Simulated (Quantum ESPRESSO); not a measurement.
# NiWO4: which magnetic order is lowest

Wanted: the moments of NiWO4 and the energy of each order that was tried.

Calculated with Quantum ESPRESSO 7.5; LDA with U = 6 eV on Ni d (ortho-atomic projectors); plane waves with GBRV 1.5 LDA potentials, no spin-orbit coupling.

## 1. The structure

It takes space group P2/c (No. 13, monoclinic). Conventional cell: a = 4.599 Å, b = 5.661 Å, c = 4.907 Å, α = 90.00°, β = 90.03°, γ = 90.00°. Ni has 6 O at 1.99 to 2.07 Å nearest. Nearest to W lie 6 O at 1.80 to 2.11 Å. Nearest to O lie 2 W at 1.96 to 2.11 Å and 1 Ni at 1.99 Å. O has 1 W at 1.80 Å and 2 Ni at 2.06 to 2.07 Å nearest. Farther neighbours and most contacts between anions are not listed.

The cell comes from the Crystallography Open Database.

## 2. Run 1 (ferro ++)

The signs are those of the starting moments on the seeded atoms, the atoms that are given a moment.

pw.in

```
&CONTROL
  calculation = 'scf'
  prefix = 'pwscf'
  outdir = './tmp'
  pseudo_dir = './pseudo'
  disk_io = 'nowf'
/
&SYSTEM
  ibrav = 0
  celldm(1) = 8
  nat = 12
  ntyp = 3
  ecutwfc = 40
  ecutrho = 280
  nbnd = 74
  occupations = 'smearing'
  smearing = 'fd'
  degauss = 0.00367493
  nspin = 2
  starting_magnetization(1) = 0.1111
  starting_magnetization(2) = 0
  starting_magnetization(3) = 0
/
&ELECTRONS
  conv_thr = 2.4d-08
  electron_maxstep = 150
  mixing_beta = 0.3
/
ATOMIC_SPECIES
Ni     58.6934 ni_lda_v1.4.uspp.F.UPF
W     183.8400 w_lda_v1.2.uspp.F.UPF
O      15.9990 o_lda_v1.2.uspp.F.UPF
CELL_PARAMETERS alat
   1.0864035490474    0.0000000000000    0.0000000000000
   0.0000000000000    1.3371229626321    0.0000000000000
  -0.0006068842221    0.0000000000000    1.1590633596605
ATOMIC_POSITIONS crystal
Ni      0.5000000000    0.6616000000    0.2500000000
Ni      0.5000000000    0.3384000000    0.7500000000
W       0.0000000000    0.1786000000    0.2500000000
W       0.0000000000    0.8214000000    0.7500000000
O       0.2241000000    0.1105000000    0.9204000000
O       0.7759000000    0.1105000000    0.5796000000
O       0.7759000000    0.8895000000    0.0796000000
O       0.2241000000    0.8895000000    0.4204000000
O       0.2644000000    0.3772000000    0.3953000000
O       0.7356000000    0.3772000000    0.1047000000
O       0.7356000000    0.6228000000    0.6047000000
O       0.2644000000    0.6228000000    0.8953000000
K_POINTS automatic
4 4 4 0 0 0
HUBBARD {ortho-atomic}
U Ni-3d 6.0000
```

Run with:

```sh
> OMP_NUM_THREADS=1 mpirun -n 4 pw.x -nk 4 -in pw.in > pw.out
```

The log of the run:

```text
Program PWSCF v.7.5 starts

     Message from routine setup:
     using ibrav=0 with symmetry is DISCOURAGED, use correct ibrav instead

     K-points division:     npool     =       4
     Subspace diagonalization in iterative solution of the eigenvalue problem:

     G-vector sticks info
     --------------------
     sticks:   dense  smooth     PW     G-vecs:    dense   smooth      PW
     Sum        2075    1185    353                68251    29549    4765

     Using Slab Decomposition

     bravais-lattice index     =            0
     lattice parameter (alat)  =       8.0000  a.u.
     unit-cell volume          =     862.0643 (a.u.)^3
     number of atoms/cell      =           12
     number of atomic types    =            3
     number of electrons       =       112.00
     number of Kohn-Sham states=           74
     kinetic-energy cutoff     =      40.0000  Ry
     charge density cutoff     =     280.0000  Ry
     scf convergence threshold =      2.4E-08
     mixing beta               =       0.3000
     number of iterations used =            8  plain     mixing
     Exchange-correlation= SLA  PZ   NOGX NOGC
                           (   1   1   0   0   0   0   0)
     Hubbard projectors: ortho-atomic
     Hubbard parameters of DFT+U (Dudarev formulation) in eV:
     U(Ni-3d) =  6.0000

     Internal variables: lda_plus_u =T, lda_plus_u_kind = 0

     Internal variables: orbital_resolved =F, hub_pot_fix =F, apply_U = F

     celldm(1)=   8.000000  celldm(2)=   0.000000  celldm(3)=   0.000000
     celldm(4)=   0.000000  celldm(5)=   0.000000  celldm(6)=   0.000000

     crystal axes: (cart. coord. in units of alat)
               a(1) = (   1.086404   0.000000   0.000000 )
               a(2) = (   0.000000   1.337123   0.000000 )
               a(3) = (  -0.000607   0.000000   1.159063 )

     reciprocal axes: (cart. coord. in units 2 pi/alat)
               b(1) = (  0.920468 -0.000000  0.000482 )
               b(2) = (  0.000000  0.747874 -0.000000 )
               b(3) = (  0.000000  0.000000  0.862766 )

     PseudoPot. # 1 for Ni read from file:
     ni_lda_v1.4.uspp.F.UPF
     Pseudo is Ultrasoft + core correction, Zval = 18.0
     Generated by new atomic code, or converted to UPF format
     Using radial grid of  865 points,  6 beta functions with:
                l(1) =   0
                l(2) =   0
                l(3) =   1
                l(4) =   1
                l(5) =   2
                l(6) =   2
     Q(r) pseudized with 10 coefficients,  rinner =    0.980   0.980   0.980
                                                       0.980   0.980

     PseudoPot. # 2 for W  read from file:
     w_lda_v1.2.uspp.F.UPF
     Pseudo is Ultrasoft + core correction, Zval = 14.0
     Generated by new atomic code, or converted to UPF format
     Using radial grid of  923 points,  8 beta functions with:
                l(1) =   0
                l(2) =   0
                l(3) =   0
                l(4) =   1
                l(5) =   1
                l(6) =   2
                l(7) =   2
                l(8) =   3
     Q(r) pseudized with  6 coefficients,  rinner =    1.350   1.350   1.350
                                                       1.350   1.350   1.350
                                                       1.350

     PseudoPot. # 3 for O  read from file:
     o_lda_v1.2.uspp.F.UPF
     Pseudo is Ultrasoft + core correction, Zval =  6.0
     Generated by new atomic code, or converted to UPF format
     Using radial grid of  737 points,  5 beta functions with:
                l(1) =   0
                l(2) =   0
                l(3) =   1
                l(4) =   1
                l(5) =   2
     Q(r) pseudized with  8 coefficients,  rinner =    0.900   0.900   0.900
                                                       0.900   0.900

     atomic species   valence    mass     pseudopotential
     Ni               18.00    58.69340     Ni( 1.00)
     W                14.00   183.84000     W ( 1.00)
     O                 6.00    15.99900     O ( 1.00)

     Starting magnetic structure
     atomic species   magnetization
     Ni              0.111
     W               0.000
     O               0.000

      4 Sym. Ops., with inversion, found ( 2 have fractional translation)

   Cartesian axes

     site n.     atom                  positions (alat units)
         1        Ni     tau(   1) = (   0.5430501   0.8846406   0.2897658  )
         2        Ni     tau(   2) = (   0.5427466   0.4524824   0.8692975  )
         3        W      tau(   3) = (  -0.0001517   0.2388102   0.2897658  )
         4        W      tau(   4) = (  -0.0004552   1.0983128   0.8692975  )
         5        O      tau(   5) = (   0.2429045   0.1477521   1.0668019  )
         6        O      tau(   6) = (   0.8425888   0.1477521   0.6717931  )
         7        O      tau(   7) = (   0.8428922   1.1893709   0.0922614  )
         8        O      tau(   8) = (   0.2432079   1.1893709   0.4872702  )
         9        O      tau(   9) = (   0.2870052   0.5043628   0.4581777  )
        10        O      tau(  10) = (   0.7990949   0.5043628   0.1213539  )
        11        O      tau(  11) = (   0.7987915   0.8327602   0.7008856  )
        12        O      tau(  12) = (   0.2867018   0.8327602   1.0377094  )

     number of k points=    30  Fermi-Dirac smearing, width (Ry)=  0.0037
                       cart. coord. in units 2pi/alat
        k(    1) = (   0.0000000   0.0000000   0.0000000), wk =   0.0156250
        k(    2) = (   0.0000000   0.0000000   0.2156914), wk =   0.0312500
        k(    3) = (   0.0000000   0.0000000  -0.4313828), wk =   0.0156250
        k(    4) = (   0.0000000   0.1869686   0.0000000), wk =   0.0312500
        k(    5) = (   0.0000000   0.1869686   0.2156914), wk =   0.0625000
        [... 25 further k-points ...]

     Dense  grid:    68251 G-vectors     FFT dimensions: (  48,  60,  50)

     Smooth grid:    29549 G-vectors     FFT dimensions: (  36,  45,  40)

     Check: negative core charge=   -0.000006
     Generating pointlists ...
     new r_m :   0.1943 (alat units)  1.5541 (a.u.) for type    1
     new r_m :   0.1757 (alat units)  1.4053 (a.u.) for type    2
     new r_m :   0.1757 (alat units)  1.4053 (a.u.) for type    3

     Initial potential from superposition of free atoms

     starting charge     107.7994, renormalised to     112.0000

     negative rho (up, down):  6.291E-02 6.291E-02

     STARTING HUBBARD OCCUPATIONS:

     =================== HUBBARD OCCUPATIONS ===================
     ------------------------ ATOM    1 ------------------------
     Tr[ns(  1)] (up, down, total) =   5.00000  3.00000  8.00000
     Atomic magnetic moment for atom   1 =   2.00000
     [... lines left out ...]
     ------------------------ ATOM    2 ------------------------
     Tr[ns(  2)] (up, down, total) =   5.00000  3.00000  8.00000
     Atomic magnetic moment for atom   2 =   2.00000
     [... lines left out ...]
     Number of occupied Hubbard levels =   16.0000

     Atomic wfc used for Hubbard projectors are orthogonalized

     Starting wfcs are   84 randomized atomic wfcs

     Self-consistent Calculation

     iteration #  1     ecut=    40.00 Ry     beta= 0.30
     Davidson diagonalization with overlap
     ethr =  1.00E-02,  avg # of iterations =  3.5

     =================== HUBBARD OCCUPATIONS ===================
     ------------------------ ATOM    1 ------------------------
     Tr[ns(  1)] (up, down, total) =   4.84404  2.94617  7.79020
     Atomic magnetic moment for atom   1 =   1.89787
     [... lines left out ...]
     ------------------------ ATOM    2 ------------------------
     Tr[ns(  2)] (up, down, total) =   4.84404  2.94617  7.79020
     Atomic magnetic moment for atom   2 =   1.89787
     [... lines left out ...]
     Number of occupied Hubbard levels =   15.5804

     negative rho (up, down):  6.119E-02 6.120E-02

     total energy              =   -1261.35114498 Ry
     estimated scf accuracy    <      11.05620909 Ry

     total magnetization       =     4.00 Bohr mag/cell
     absolute magnetization    =     4.29 Bohr mag/cell

     iteration #  2     ecut=    40.00 Ry     beta= 0.30
     Davidson diagonalization with overlap
     ethr =  9.87E-03,  avg # of iterations =  2.0

     negative rho (up, down):  6.156E-02 6.151E-02

     total energy              =   -1263.18458831 Ry
     estimated scf accuracy    <       0.46645612 Ry

     total magnetization       =     4.00 Bohr mag/cell
     absolute magnetization    =     4.07 Bohr mag/cell

     iteration #  3     ecut=    40.00 Ry     beta= 0.30
     Davidson diagonalization with overlap
     ethr =  4.16E-04,  avg # of iterations =  3.6

     negative rho (up, down):  6.182E-02 6.169E-02

     total energy              =   -1263.21643943 Ry
     estimated scf accuracy    <       0.10549483 Ry

     total magnetization       =     4.00 Bohr mag/cell
     absolute magnetization    =     4.06 Bohr mag/cell

     [... further iterations left out ...]

     iteration # 14     ecut=    40.00 Ry     beta= 0.30
     Davidson diagonalization with overlap
     ethr =  1.56E-10,  avg # of iterations =  2.0

     negative rho (up, down):  6.181E-02 6.159E-02

     total energy              =   -1263.22653339 Ry
     estimated scf accuracy    <       0.00000007 Ry

     total magnetization       =     4.00 Bohr mag/cell
     absolute magnetization    =     4.06 Bohr mag/cell

     iteration # 15     ecut=    40.00 Ry     beta= 0.30
     Davidson diagonalization with overlap
     ethr =  5.88E-11,  avg # of iterations =  1.6

     negative rho (up, down):  6.181E-02 6.159E-02

     total energy              =   -1263.22653343 Ry
     estimated scf accuracy    <       0.00000004 Ry

     total magnetization       =     4.00 Bohr mag/cell
     absolute magnetization    =     4.06 Bohr mag/cell

     iteration # 16     ecut=    40.00 Ry     beta= 0.30
     Davidson diagonalization with overlap
     ethr =  3.27E-11,  avg # of iterations =  1.0

     negative rho (up, down):  6.181E-02 6.159E-02

     total energy              =   -1263.22653346 Ry
     estimated scf accuracy    <       0.00000003 Ry

     total magnetization       =     4.00 Bohr mag/cell
     absolute magnetization    =     4.06 Bohr mag/cell

     iteration # 17     ecut=    40.00 Ry     beta= 0.30
     Davidson diagonalization with overlap
     ethr =  2.44E-11,  avg # of iterations =  1.0

     negative rho (up, down):  6.181E-02 6.159E-02

     Magnetic moment per site  (integrated on atomic sphere of radius R)
     atom   1 (R=0.194)  charge= 15.3775  magn=  1.6728
     atom   2 (R=0.194)  charge= 15.3775  magn=  1.6728
     atom   3 (R=0.176)  charge=  7.7710  magn=  0.0256
     atom   4 (R=0.176)  charge=  7.7710  magn=  0.0256
     atom   5 (R=0.176)  charge=  5.0013  magn=  0.0369
     atom   6 (R=0.176)  charge=  5.0013  magn=  0.0369
     atom   7 (R=0.176)  charge=  5.0013  magn=  0.0369
     atom   8 (R=0.176)  charge=  5.0013  magn=  0.0369
     atom   9 (R=0.176)  charge=  5.0117  magn=  0.0561
     atom  10 (R=0.176)  charge=  5.0117  magn=  0.0561
     atom  11 (R=0.176)  charge=  5.0117  magn=  0.0561
     atom  12 (R=0.176)  charge=  5.0117  magn=  0.0561

     End of self-consistent calculation

     =================== HUBBARD OCCUPATIONS ===================
     ------------------------ ATOM    1 ------------------------
     Tr[ns(  1)] (up, down, total) =   4.95821  3.24503  8.20324
     Atomic magnetic moment for atom   1 =   1.71318
     [... lines left out ...]
     ------------------------ ATOM    2 ------------------------
     Tr[ns(  2)] (up, down, total) =   4.95821  3.24503  8.20324
     Atomic magnetic moment for atom   2 =   1.71318
     [... lines left out ...]
     Number of occupied Hubbard levels =   16.4065

     [... lines left out ...]
     the Fermi energy is    10.7626 ev

!    total energy              =   -1263.22653351 Ry
     estimated scf accuracy    <       0.00000002 Ry
     smearing contrib. (-TS)   =      -0.00000000 Ry
     internal energy E=F+TS    =   -1263.22653351 Ry

     The total energy is F=E-TS. E is the sum of the following terms:
     one-electron contribution =    -673.01377528 Ry
     hartree contribution      =     393.15371582 Ry
     xc contribution           =    -209.21141350 Ry
     ewald contribution        =    -774.29432227 Ry
     Hubbard energy            =       0.13926173 Ry

     total magnetization       =     4.00 Bohr mag/cell
     absolute magnetization    =     4.06 Bohr mag/cell

     convergence has been achieved in  17 iterations

=------------------------------------------------------------------------------=
   JOB DONE.
=------------------------------------------------------------------------------=
```

The job ended after 1.8 min (4 MPI ranks of Intel Xeon Platinum 8488C (Sapphire Rapids), shared host; peak memory 0.96 GiB; 7 min of CPU time).

Spin moment in the atom's sphere by atom:

| atom | spin moment in the atom's sphere (μB) |
| --- | --- |
| Ni1 | 1.67 |
| Ni2 | 1.67 |
| W3 | 0.03 |
| W4 | 0.03 |
| O5 | 0.04 |
| O6 | 0.04 |
| O7 | 0.04 |
| O8 | 0.04 |
| O9 | 0.06 |
| O10 | 0.06 |
| O11 | 0.06 |
| O12 | 0.06 |

Numbers from this step:

- smearing term TS: 1.28e-10 eV
- magnetization: 4 μB
- absolute magnetization: 4.064 μB
- final state: ferromagnetic

Spin density in the ab plane at fractional z = 0.250, with atoms of Ni and W within 0.2 Å of it.

Ten even steps from '_' (0.0 e/Å³) to '@' (4.9 e/Å³), each cell a mean:
```
____________________________
____________________________
____________________________
____________________________
____________--++::__________
____________++@@::__________
____________--==::__________
____________________________
____________________________
____________________________
____________________________
____________________________
____________________________
____________________________
____________________________
____________________________
____________________________
```
Columns run along a (4.6 Å), rows up along b (5.7 Å). Atoms in or near the plane, at fractional coordinates: Ni at (0.50, 0.66), W at (0.00, 0.18).

Valence density in the ab plane at fractional z = 0.250, with atoms of Ni and W within 0.2 Å of it. It is the smooth field of the valence electrons, not physical close to the nuclei.

Values in e/Å³, 17 rows by 14 columns, each cell a mean:
```
 0  0  0  0  0  0  0  0  0  0  0  0  0  0
 0  0  1  1  0  0  0  0  0  0  1  1  0  0
 0  0  0  0  0  0  0  0  0  0  0  0  0  0
 0  0  0  0  0  1  2  3  1  0  0  0  0  0
 0  0  0  0  0  3 15 23  8  1  0  0  0  0
 0  0  0  0  1  5 28 38 17  2  0  0  0  0
 0  0  0  0  0  3 13 21  8  1  0  0  0  0
 0  0  0  0  0  1  2  3  1  0  0  0  0  0
 0  0  0  0  0  0  0  0  0  0  0  0  0  0
 0  0  1  1  1  0  0  0  0  1  1  1  0  0
 1  1  1  1  1  1  0  0  0  1  1  1  1  1
 2  2  1  1  1  0  0  0  0  1  1  1  1  2
 5  4  2  1  0  0  0  0  0  0  0  1  3  5
-1  5  3  0  0  0  0  0  0  0  0  1  4  3
 3  5  2  0  0  0  0  0  0  0  0  1  3  5
 4  3  1  0  0  0  0  0  0  0  0  0  1  3
 1  1  0  0  0  0  0  0  0  0  0  0  0  1
```
Columns run along a (4.6 Å), rows up along b (5.7 Å). Atoms in or near the plane, at fractional coordinates: Ni at (0.50, 0.66), W at (0.00, 0.18).

(Part 1 of 2 ends here.)

[Logs and program files are shortened in this print: banners, set-up blocks, solver, clock and traceback lines can be left out without a mark of their own.]

[Logs are printed without paths, hosts, clocks, repeated set-up lines and the standing remarks that a program may print on its own settings, such as how far it seeks lower states.]

[Hosts, paths, dates, database ids (printed as entryN), source tags and the programs' standing remarks are cut or masked in the printed files.]

[Where a cell is said to come from a database of computed structures, the database is the Materials Project.]
